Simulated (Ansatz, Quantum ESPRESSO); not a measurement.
# Complex bands of MgO, rock salt type, lattice constant set to 4.26 Å, part 3 of 3

Aim: how fast states decay in the gap of MgO, rock salt type, lattice constant set to 4.26 Å.

Quantum ESPRESSO 7.5; plane-wave DFT, PBE, GBRV ultrasoft pseudopotentials; cross-check by Ansatz 0.2.0 with PAW datasets.

So far. Step 2 (SCF with pw.x): The run needed 10 iterations to bring the estimated error under 1e-09 Ry.

## (4) Complex bands with pwcond.x, with ewind = 6.0 and epsproj = 1e-07

Level of this step: complex band structure by pwcond; plane-wave DFT, PBE, GBRV ultrasoft pseudopotentials (Quantum ESPRESSO).

A sensitivity test on the input.

cbs.w.in

```
&inputcond
  outdir = './out'
  prefixl = 'scf'
  band_file = 'cbs.w'
  ikind = 0
  ewind = 6.0
  epsproj = 1e-07
  nz1 = 7
  energy0 = 6.9
  denergy = -0.23
/
4
  0.00000000 0.00000000 1.00000000
  0.50000000 0.00000000 1.00000000
  0.50000000 0.50000000 1.00000000
  0.25000000 0.00000000 1.00000000
40
```

Run with:

```bash
$ OMP_NUM_THREADS=1 mpirun -n 2 pwcond.x -in cbs.w.in > cbs.w.out
```

Numbers of over 12 decimals in the logs are rounded to 6 here.

Log:

```text
[banner, memory and clock lines left out]
Program PWCOND v.7.5 starts
[citation notice left out]

[...]
./out/scf.save/

     IMPORTANT: XC functional enforced from input :
     Exchange-correlation= PBE
                           (   1   4   3   4   0   0   0)
     Any further DFT definition will be discarded
     Please, verify this is what you really want

     Check: negative core charge=   -0.000003
     Reading collected, re-writing distributed wavefunctions

===== INPUT FILE containing the left lead =====

     GEOMETRY:

     lattice parameter (alat)  =       5.6924  a.u.
     the volume                =     260.8527 (a.u.)^3
     the cross section         =      32.4031 (a.u.)^2
     l of the unit cell        =       1.4142 (alat)
     number of atoms/cell      =            4
     number of atomic types    =            2

     crystal axes: (cart. coord. in units of alat)
               a(1) = (  1.0000  0.0000  0.0000 )
               a(2) = (  0.0000  1.0000  0.0000 )
               a(3) = (  0.0000  0.0000  1.4142 )

   Cartesian axes

     site n.     atom                  positions (alat units)
          1        Mg     tau(  1)=(  0.0000  0.0000  1.4142  )
          2        O      tau(  2)=(  0.5000  0.5000  1.4142  )
          3        Mg     tau(  3)=(  0.5000  0.5000  0.7071  )
          4        O      tau(  4)=(  0.0000  0.0000  0.7071  )

     nr1s                      =           24
     nr2s                      =           24
     nr3s                      =           36
     nr1sx                     =           24
     nr2sx                     =           24
     nr3sx                     =           36
     nr1                       =           25
     nr2                       =           25
     nr3                       =           40
     nr1x                      =           25
     nr2x                      =           25
     nr3x                      =           40

 _______________________________
  Radii of nonlocal spheres:

     type       ibeta     ang. mom.          radius (alat units)
       Mg         1         0                    0.2661
       Mg         2         0                    0.2661
       Mg         3         0                    0.2661
       Mg         4         1                    0.2661
       Mg         5         1                    0.2661
       Mg         6         2                    0.2661
       Mg         7         2                    0.2661
       O          1         0                    0.2201
       O          2         0                    0.2201
       O          3         1                    0.2201
       O          4         1                    0.2201
       O          5         2                    0.2201
----- General information -----

----- Complex band structure calculation -----

     nrx                       =           24
     nry                       =           24
     nz1                       =            7

     energy0               =         6.9E+00
     denergy               =        -2.3E-01
     nenergy               =         40
     ecut2d                =         4.0E+01
     ewind                 =         6.0E+00
     epsproj               =         1.0E-07

     number of k_|| points=    4
                       cryst. coord.
        k(    1) = (   0.0000000   0.0000000), wk =   0.2500000
        k(    2) = (   0.5000000   0.0000000), wk =   0.2500000
        k(    3) = (   0.5000000   0.5000000), wk =   0.2500000
        k(    4) = (   0.2500000   0.0000000), wk =   0.2500000
----- Information about left lead -----

     nocros                   =           32
     noins                    =           32
     norb                     =           96
     norbf                    =           96
     nrz                      =           36

      iorb      type   ibeta   ang. mom.   m       position (alat)
        1        1       1        0        1   taunew(   1)=(  0.0000  0.0000  0.0000)
        2        1       2        0        1   taunew(   2)=(  0.0000  0.0000  0.0000)
[...]
96        2       5        2        5   taunew(  96)=(  0.5000  0.5000  1.4142)
 ngper, shell number =          101          17
 ngper, n2d =          101         100
---  E-Ef =    6.9000000  k =    0.0000000   0.0000000
---  ie =          1  ik =          1
 Nchannels of the left tip =            1
 Right moving states:
   k1(2pi/a)   k2(2pi/a)   E-Ef (eV)
   0.3988915  -0.0000000   6.9000000
 Left moving states:
   k1(2pi/a)   k2(2pi/a)   E-Ef (eV)
  -0.3988917  -0.0000000   6.9000000

---  E-Ef =    6.6700000  k =    0.0000000   0.0000000
---  ie =          2  ik =          1
 Nchannels of the left tip =            1
 Right moving states:
   k1(2pi/a)   k2(2pi/a)   E-Ef (eV)
   0.3721957  -0.0000000   6.6700000
 Left moving states:
   k1(2pi/a)   k2(2pi/a)   E-Ef (eV)
  -0.3721959  -0.0000000   6.6700000
[... further energies and points left out ...]
---  E-Ef =   -1.8400000  k =    0.2500000   0.0000000
---  ie =         39  ik =          4
 Nchannels of the left tip =            2
 Right moving states:
   k1(2pi/a)   k2(2pi/a)   E-Ef (eV)
  -0.0236616   0.0000000  -1.8400000
   0.2486891  -0.0000000  -1.8400000
 Left moving states:
   k1(2pi/a)   k2(2pi/a)   E-Ef (eV)
   0.0236620   0.0000000  -1.8400000
  -0.2486896  -0.0000000  -1.8400000

---  E-Ef =   -2.0700000  k =    0.2500000   0.0000000
---  ie =         40  ik =          4
 Nchannels of the left tip =            2
 Right moving states:
   k1(2pi/a)   k2(2pi/a)   E-Ef (eV)
  -0.1219170   0.0000000  -2.0700000
   0.1943708  -0.0000000  -2.0700000
 Left moving states:
   k1(2pi/a)   k2(2pi/a)   E-Ef (eV)
   0.1219174   0.0000000  -2.0700000
  -0.1943713  -0.0000000  -2.0700000

[...]
```

Wall time 1.9 min (2 MPI ranks of Arm Neoverse V1, shared host); peak memory 0.13 GiB; 3.8 min of CPU time.

Beside the run it was changed from:

```tsv
quantity	this run	unchanged run	difference
peak of the smallest κ at the zone centre (Å⁻¹)	0.318	0.318	0
wall time (s)	114	41
```

The physical values in this table stay within 0.05 %.

## (5) The same in Ansatz

A second code with its own PAW datasets, on the same atoms.

Level of this step: plane-wave DFT, PBE, Ansatz PAW (Ansatz 0.2.0).

input.yaml

```yaml
crystal:
  lattice:
    - [3.0122748879, 0.0, 0.0]
    - [0.0, 3.0122748879, 0.0]
    - [0.0, 0.0, 4.26]
  atoms:
    - { symbol: Mg, position: [0.0, 0.0, 0.0] }
    - { symbol: O, position: [0.5, 0.5, 0.0] }
    - { symbol: Mg, position: [0.5, 0.5, 0.5] }
    - { symbol: O, position: [0.0, 0.0, 0.5] }
kpoints:
  mp_grid: { grid: [8, 8, 6] }
hamiltonian:
  xc: pbe
scf:
  occupations: { method: fixed }
  convergence: { dr2_threshold: 1.0e-09 }
output:
  transmission:
    leads: [[0, 0]]
    kpoints: [[0, 0], [0.5, 0], [0.5, 0.5], [0.25, 0]]
    e_range: [-2.07, 6.9]
    de: 0.23
```

Run with:

```bash
$ ansatz run input.yaml --threads 2 --pin off --max-ram 4096MiB --backend cpu --events-out ev --progress --plain --runs-dir out
```

Log:

```text
Engine: ansatz 0.2.0, aarch64-unknown-linux-gnu
Pseudopotentials: kind: paw
Pseudopotential: Mg, paw, valence charge 10, recommended cutoff 420 eV (normal), Mg.paw.azcp
Pseudopotential: O, paw, valence charge 6, recommended cutoff 420 eV (normal), O.paw.azcp
Functional definition: PBE
  parameter kappa = 0.804
  parameter beta = 0.066725
  exchange = pbe_x(kappa = kappa, mu = beta*pi^2/3)
  correlation = pbe_c(beta = beta)
Crystal: 4 atoms, lattice volume = 38.654 Å³
Basis set: ecut = 420 eV, 727 PW (Γ)
Bands: 20, of which v1, the nominal top of the filled ones, is band 16 counted from 1 (15 counted from 0)
Symmetry: 32 space group operations
Space group: Fm-3m (ITA 225), of the structure as read, at distance tolerance 3.4e-5 Å
k-points: 60 of 384
Non-local potential: Mg, projectors of the file, l = 0: 3, l = 1: 2, l = 2: 1
Non-local potential: O, projectors of the file, l = 0: 2, l = 1: 2, l = 2: 1
PAW form: soft (Blöchl's): semilocal exchange-correlation on the pseudo side does not see the compensation charge
PAW one-centre angular grid: Mg, 110 points (default); XC on 64 Gauss nodes
PAW one-centre angular grid: O, 110 points (default); XC on 64 Gauss nodes
Initial density: superposition of atomic densities (neutral atoms: chi_scale 0, normalization atom), corrected by the library's trained network
Initial wavefunctions: pseudopotential atomic-orbital guess
Functional: x = pbe(κ = 0.804, μ = 0.219515), c = pbe(β = 0.066725)
SCF iter   1: F=—  HF=-4988.277873 eV  |F-HF|=—  |Δ(HF+E_count)|=         —  Δρ=5.27e-4  dr2=1.94e-5  ethr=1.77e-3  ⟨swp⟩=4.7  Hψ=4947  notcnv=0  defer=91
preconditioner: auto → none  [insulator: Δε(μ)=4.421 eV  Ē_g=15.584 eV  n_scr=14 (ndim 8)  ℏωp=23.9 eV  f_vac=0.000  ε∞_Penn≈3.3]
SCF iter   2: F=—  HF=-4988.277753 eV  |F-HF|=—  |Δ(HF+E_count)|=   1.21e-4  Δρ=2.80e-4  dr2=6.92e-6  ethr=6.06e-8  ⟨swp⟩=2.7  Hψ=2816  notcnv=0  defer=118
SCF iter   3: F=—  HF=-4988.277813 eV  |F-HF|=—  |Δ(HF+E_count)|=   6.00e-5  Δρ=1.43e-4  dr2=1.61e-6  ethr=2.16e-8  ⟨swp⟩=2.0  Hψ=1680  notcnv=0  defer=54
SCF iter   4: F=—  HF=-4988.277832 eV  |F-HF|=—  |Δ(HF+E_count)|=   1.92e-5  Δρ=2.40e-5  dr2=2.10e-8  ethr=5.03e-9  ⟨swp⟩=2.0  Hψ=1680  notcnv=0  defer=8
SCF iter   5: F=—  HF=-4988.277832 eV  |F-HF|=—  |Δ(HF+E_count)|=   7.00e-7  Δρ=6.14e-6  dr2=4.32e-9  ethr=6.57e-11  ⟨swp⟩=2.0  Hψ=2160  notcnv=0  defer=8
SCF iter   6: F=-4988.277832 eV  HF=-4988.277832 eV  |F-HF|=1.62e-10  |Δ(HF+E_count)|=   1.16e-8  Δρ=8.76e-7  dr2=1.21e-10  ethr=3.13e-12  ⟨swp⟩=5.0  Hψ=3712  notcnv=0
SCF 1 converged in 6 iterations: F = -4988.277832 eV  dr2 = 1.21e-10
  greatest PAW one-centre occupation: 1.000 electrons in one spin orbital (limit 2), on the Mg atom at site 2 (counted from 0), in its partial waves of l = 0
transmission: 8 of 32 steps passed
transmission: 16 of 32 steps passed
transmission: 24 of 32 steps passed
transmission: 32 of 32 steps passed
SCF converged after 6 iterations
Free energy (F): -4988.277832 eV
Harris-Foulkes:  -4988.277832 eV  (|F-HF|=1.62e-10)
Internal energy: -4988.277832 eV  (E = F + TS)
E sigma→0 (E₀):  -4988.277832 eV
Fermi energy:    7.721385 eV
--- Per-component energies (eV) ---
  E_band       = -599.099347
  E_kinetic    = 509.759283
  E_local      = -3247.454683  (includes V_loc(G=0)·N_el)
  E_nonlocal   = 285.496348
  E_hartree    = 1123.901576
  E_xc         = -209.966524
  E_vxc        = -269.024295  (∫ρ·V_xc dr)
  E_paw        = -900.304014  (= ΣΔE_a)
  E_vpaw       = -125.684643  (= ΣTr[D̂ρ^β])
  E_aug_tail   = 0.004945  (compensation charges beyond the density's cutoff)
  E_ewald      = -2549.714763
  E_smearing   = -0.000000  (= −TS)
  E_closure    = -0.000000  (closes the sum)
  Σ components = -4988.277832   (vs F -4988.277832, Δ=0.00e0)
--- Band table (eV; the first three rows and the last of 60) ---
  k-point 0: bands = [... 12 lower, 6.4273, 7.7210, 7.7214, 7.7214, 12.1414, 16.8221, 17.3497, 20.4725]
  k-point 1: bands = [... 12 lower, 6.5011, 7.1992, 7.6181, 7.6181, 12.7464, 17.0454, 17.2684, 20.5466]
  k-point 2: bands = [... 12 lower, 6.7100, 6.7100, 7.3507, 7.3507, 14.0396, 16.6637, 17.7127, 20.3253]
  k-point 59: bands = [... 12 lower, 4.8923, 4.8923, 6.0163, 6.0163, 19.1511, 19.1511, 19.1511, 19.1511]
--- Transmission ---
  basis      : 81 plane waves across, 8 finite elements along
  points     : 4, as listed
  energies   : 40 from -2.070000 to 6.900000 eV about the Fermi level, 0.230000 eV apart; the leads are filled to 2.210027 eV, and channels, transmission and decay are at 2.300000 eV
  crystal 0  : Mg2O2, at the sites [0, 0], period 4.2600 Å: whole cells are its period
    offset         : up to 0.0000 Å between an atom of the period and one for which it stands
    channels       : 0.000000e0 a spin
    conductance    : none, the energies end too early or step too widely for 300 K: set another output.transmission.e_range or a lower de, or, where they end at an eighth of basis.ecutwfc, a higher one
    slowest decay  : 0.3162 /Å at (0.0000, 0.0000)
```

Run time: 9.3 s. Hardware: 2 threads; peak memory 0.29 GiB.

Numbers from this step:

* free energy: -4988.2778 eV
* gap by band count: 4.420 eV
* symmetry operations: 32
* slowest decay at the grid energy nearest mid-gap: 0.3162 Å⁻¹
* peak of the smallest κ at the zone centre: 0.3168 Å⁻¹
* peak of the smallest κ at (1/4, 0): 0.6336 Å⁻¹
* valence top, on the run's zero: 7.721 eV

K across = (0, 0) in the cell's reciprocal vectors; values within 0.0025 1/Å of each other count once, columns are sorted by size at each energy, a dash where no further value was kept. Table of Im kz of the slowest decaying states by energy, zero at the highest filled level of the SCF mesh:

```tsv
energy (eV)	decay 1 (Å⁻¹)	decay 2 (Å⁻¹)	decay 3 (Å⁻¹)
-2.07	0.753	1.01	-
-1.84	0.640	1.01	-
-1.38	0.261	1.01	-
-1.15	1.01	-	-
-0.92	1.01	-	-
-0.46	1.00	-	-
-0.23	1.00	-	-
0.00	0.0176	0.0355	0.998
0.46	0.201	0.474	0.990
0.69	0.237	0.561	0.985
0.92	0.264	0.628	0.980
1.38	0.298	0.726	0.969
1.61	0.308	0.764	0.963
1.84	0.314	0.796	0.956
2.30	0.316	0.847	0.942
2.53	0.312	0.868	0.935
2.99	0.294	0.903	0.918
3.22	0.279	0.910	0.917
3.45	0.259	0.900	0.929
3.91	0.199	0.881	0.950
4.14	0.152	0.871	0.958
4.37	0.0658	0.860	0.965
4.83	0.837	0.975	1.07
5.06	0.824	0.979	1.04
5.29	0.812	0.982	1.01
5.75	0.784	0.949	0.986
5.98	0.770	0.916	0.987
6.21	0.755	0.881	0.987
6.67	0.722	0.809	0.986
6.90	0.704	0.769	0.984
```

K across = (0, 0) in the cell's reciprocal vectors. The Re kz of states that move upwards by energy, zero at the highest filled level of the SCF mesh:

```tsv
energy (eV)	channel 1 (Å⁻¹)	channel 2 (Å⁻¹)	channel 3 (Å⁻¹)
-2.07	-0.612	-	-
-1.61	-0.504	-	-
-1.15	-0.399	0.347	0.347
-0.69	-0.726	-0.726	-0.289
-0.46	-0.558	-0.558	-0.228
0.00	-	-	-
0.46	-	-	-
0.92	-	-	-
1.38	-	-	-
1.84	-	-	-
2.30	-	-	-
2.53	-	-	-
2.99	-	-	-
3.45	-	-	-
3.91	-	-	-
4.37	-	-	-
4.83	0.198	-	-
5.29	0.303	-	-
5.52	0.348	-	-
5.98	0.432	-	-
6.44	0.513	-	-
6.90	0.592	-	-
```

K across = (1/2, 0) in the cell's reciprocal vectors; values within 0.0025 1/Å of each other count once, columns are sorted by size at each energy, a dash where no further value was kept. The Im kz of the slowest decaying states by energy, zero at the highest filled level of the SCF mesh:

```tsv
energy (eV)	decay 1 (Å⁻¹)	decay 2 (Å⁻¹)	decay 3 (Å⁻¹)
-2.07	0.121	-	-
-1.61	-	-	-
-1.15	-	-	-
-0.69	1.45	-	-
-0.46	0.183	-	-
0.00	0.348	1.49	-
0.46	0.440	1.46	-
0.92	0.503	1.43	-
1.38	0.548	1.39	-
1.84	0.581	1.36	-
2.30	0.603	1.33	-
2.53	0.611	1.31	-
2.99	0.620	1.28	-
3.45	0.621	1.25	-
3.91	0.616	1.23	-
4.37	0.603	1.20	-
4.83	0.583	1.17	-
5.29	0.554	1.14	-
5.52	0.537	1.13	-
5.98	0.494	1.10	1.49
6.44	0.438	1.07	1.46
6.90	0.362	1.04	1.43
```

K across = (1/2, 1/2) in the cell's reciprocal vectors; values within 0.0025 1/Å of each other count once, columns are sorted by size at each energy, a dash where no further value was kept. Im kz of the slowest decaying states against energy, zero at the highest filled level of the SCF mesh:

```tsv
energy (eV)	decay 1 (Å⁻¹)	decay 2 (Å⁻¹)
-2.07	0.410	-
-1.84	0.264	-
-1.38	-	-
-1.15	0.178	0.256
-0.92	0.279	0.382
-0.46	0.396	0.508
-0.23	0.436	0.547
0.00	0.469	0.578
0.46	0.520	0.623
0.69	0.540	0.640
0.92	0.557	0.654
1.38	0.584	0.675
1.61	0.594	0.682
1.84	0.603	0.688
2.30	0.616	0.696
2.53	0.620	0.698
2.99	0.625	0.699
3.22	0.625	0.698
3.45	0.625	0.695
3.91	0.621	0.688
4.14	0.618	0.684
4.37	0.613	0.678
4.83	0.601	0.664
5.06	0.594	0.655
5.29	0.585	0.646
5.75	0.565	0.625
5.98	0.553	0.612
6.21	0.540	0.599
6.67	0.509	0.569
6.90	0.491	0.552
```

K across = (1/4, 0) in the cell's reciprocal vectors; values within 0.0025 1/Å of each other count once, columns are sorted by size at each energy, a dash where no further value was kept. The Im kz of the slowest decaying states by energy, zero at the highest filled level of the SCF mesh:

```tsv
energy (eV)	decay 1 (Å⁻¹)	decay 2 (Å⁻¹)	decay 3 (Å⁻¹)
-2.07	0.940	1.36	-
-1.84	0.835	1.34	-
-1.61	0.150	0.707	1.32
-1.38	0.196	0.539	1.31
-1.15	0.215	0.246	1.29
-0.92	0.212	1.27	-
-0.69	0.174	1.26	-
-0.46	1.24	-	-
-0.23	0.160	1.23	-
0.00	0.285	0.365	1.21
0.46	0.412	0.646	1.18
0.69	0.455	0.728	1.17
0.92	0.490	0.793	1.16
1.15	0.519	0.846	1.14
1.38	0.543	0.891	1.13
1.61	0.564	0.930	1.12
1.84	0.581	0.963	1.11
2.07	0.596	0.992	1.10
2.30	0.607	1.02	1.08
2.53	0.617	1.04	1.07
2.76	0.624	1.06	-
2.99	0.629	1.05	1.08
3.22	0.632	1.04	1.10
3.45	0.634	1.03	1.11
3.68	0.633	1.01	1.13
3.91	0.630	1.00	1.14
4.14	0.626	0.989	1.15
4.37	0.619	0.977	1.16
4.83	0.599	0.951	1.18
5.06	0.586	0.938	1.19
5.29	0.569	0.925	1.20
5.52	0.548	0.911	1.21
5.75	0.521	0.897	1.21
5.98	0.486	0.883	1.22
6.21	0.297	0.575	0.868
6.44	0.625	0.853	1.24
6.67	0.655	0.837	1.25
6.90	0.677	0.821	1.26
```

## (6) A check by hand

T falls as exp(−2κd). With κ = 0.318 1/Å, 10 Å of barrier pass exp(−2 × 0.318 × 10) = 0.0017 of that channel, interfaces aside.

## (7) Outcome

| Property | Result |
| --- | --- |
| gap on the SCF mesh | 4.44 eV |
| smallest κ at mid-gap among the four k points, at the zone centre | 0.318 Å⁻¹ |
| peak of the smallest κ in the stop band at the zone centre | 0.318 Å⁻¹ |
| peak of the smallest κ in the stop band at (1/4, 0) | 0.634 Å⁻¹ |
| energy of the peak at the zone centre, over the highest filled level | 2.07 eV |
| peak at the zone centre by Ansatz | 0.317 Å⁻¹ |

In words: With a gap of 4.44 eV on the mesh, the smallest κ at mid-gap among the four k points, at the zone centre is 0.318 Å⁻¹ (PBE, GBRV ultrasoft). For a barrier with the Fermi level at mid-gap the slowest state found, at the zone centre, loses a factor of ten in probability every 3.6 Å or so. Stop bands away from the zone centre are mostly wider than the gap, so their peaks can lie above the conduction bottom. At the zone centre pwcond's peak is 0.318 and Ansatz's 0.317 1/Å, 0 % apart. The cell is the a/√2 one, turned by 45°, with two primitive cells, so X along [001] folds onto kz = 0. A semilocal gap is too small, often by a third to a half and by more in narrow-gap crystals, so real barriers decay faster.

[Logs are printed without paths, hosts, clocks, repeated set-up lines and the standing remarks that a program may print on its own settings, such as how far it seeks lower states.]

[Hosts, paths, dates, database ids (printed as entryN), source tags and the programs' standing remarks are cut or masked in the printed files.]

[Maps of the electrostatic potential energy from Ansatz leave out the sawtooth potential of an applied field or a dipole correction, so their vacuum need not be flat; planar profiles and work functions include it.]
